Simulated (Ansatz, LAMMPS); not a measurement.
# What went wrong? liquid Zn36S22Te14 at 1800 K (72 atoms)

Program: Ansatz 0.2.0. The cell: 36 Zn, 22 S and 14 Te.

File input.yaml:

```yaml
crystal:
  lattice:
    - [12.131, 0.0, 0.0]
    - [0.0, 12.131, 0.0]
    - [0.0, 0.0, 12.131]
  atoms:
    - { symbol: Zn, position: [0.52027, 0.67728, 0.68105] }
    - { symbol: Zn, position: [0.53314, 0.767, 0.26275] }
    - { symbol: Zn, position: [0.32587, 0.1863, 0.32026] }
    - { symbol: Zn, position: [0.35779, 0.82781, 0.55508] }
    - { symbol: Zn, position: [0.34458, 0.75164, 0.91339] }
    - { symbol: Zn, position: [0.79537, 0.43834, 0.72156] }
    - { symbol: Zn, position: [0.54051, 0.96118, 0.6276] }
    - { symbol: Zn, position: [0.73433, 0.76598, 0.12162] }
    - { symbol: Zn, position: [0.63317, 0.2222, 0.92323] }
    - { symbol: Zn, position: [0.01957, 0.89498, 0.37959] }
    - { symbol: Zn, position: [0.06242, 0.34399, 0.67179] }
    - { symbol: Zn, position: [0.18758, 0.0044, 0.56655] }
    - { symbol: Zn, position: [0.1943, 0.12689, 0.85908] }
    - { symbol: Zn, position: [0.90306, 0.27261, 0.4426] }
    - { symbol: Zn, position: [0.81805, 0.79836, 0.71768] }
    - { symbol: Zn, position: [0.43452, 0.47757, 0.39429] }
    - { symbol: Zn, position: [0.87405, 0.10728, 0.71239] }
    - { symbol: Zn, position: [0.59247, 0.26624, 0.5574] }
    [... 48 atom lines left out ...]
    - { symbol: Te, position: [0.32484, 0.71238, 0.17697] }
    - { symbol: Te, position: [0.83261, 0.92576, 0.89784] }
    - { symbol: Te, position: [0.63507, 0.68779, 0.93737] }
    - { symbol: Te, position: [0.16884, 0.46048, 0.21624] }
    - { symbol: Te, position: [0.10404, 0.78198, 0.9543] }
    - { symbol: Te, position: [0.4573, 0.9038, 0.01766] }
kpoints:
  mp_grid: { grid: [1, 1, 1] }
hamiltonian:
  xc: pbe
  pseudopotentials: { kind: paw, core: large }
scf:
  occupations: { method: gaussian, width: 0.025 }
  eigensolver: { kind: { support_functions: { accuracy: medium, radius: 3.69 } } }
  max_iter: 150
output:
  forces: true
  eigenvalues: true
```

Launch:

```sh
$ ansatz run input.yaml --threads 4 --pin off --max-ram 8192MiB --backend cpu --events-out ev --progress --plain --runs-dir out
```

The log of the run:

```text
Warning: scf.eigensolver.kind.support_functions: disabling space-group detection — the functions' gradient is summed over unrotated k-points, so no spatial operation reduces the k-mesh or symmetrises the density; time reversal is kept, so that k and −k are solved as one point where they differ and the mesh holds both, and exact exchange and, on two spinor components, a DFT+U term hold to it where the run has them: [...]
settings of this run that can trade accuracy for cost: scf.eigensolver.kind.support_functions [...]
Engine: ansatz 0.2.0, aarch64-unknown-linux-gnu
Pseudopotentials: kind: paw
Pseudopotential: Zn, paw, valence charge 12, recommended cutoff 420 eV (normal), Zn.paw.azcp
Pseudopotential: S, paw, valence charge 6, recommended cutoff 420 eV (normal), S.paw.azcp
Pseudopotential: Te, paw, valence charge 6, recommended cutoff 420 eV (normal), Te.paw.azcp#standard-large-core
[... 5 lines on functional and potentials left out ...]
Error: SCF: the radius of support functions is under 4.13 Å, the least for these sites at the functions' level (scf.eigensolver.kind.support_functions.accuracy). Use scf.eigensolver.kind: auto, or type scf.eigensolver.kind.support_functions.radius at least as long, [...]
```

Elapsed: 2 s, on 4 threads of Arm Neoverse V1, shared host; peak memory 0.4 GiB; 6.1 s of CPU time.

Q: Name the fault and the fix.

A radius under the least that the level allows: support_functions.radius = 3.69.

The fix is to use a longer radius.

The run ended with an error.

[Logs are printed without paths, hosts, clocks, repeated set-up lines and the standing remarks that a program may print on its own settings, such as how far it seeks lower states.]

[Hosts, paths, dates, database ids (printed as entryN), source tags and the programs' standing remarks are cut or masked in the printed files.]
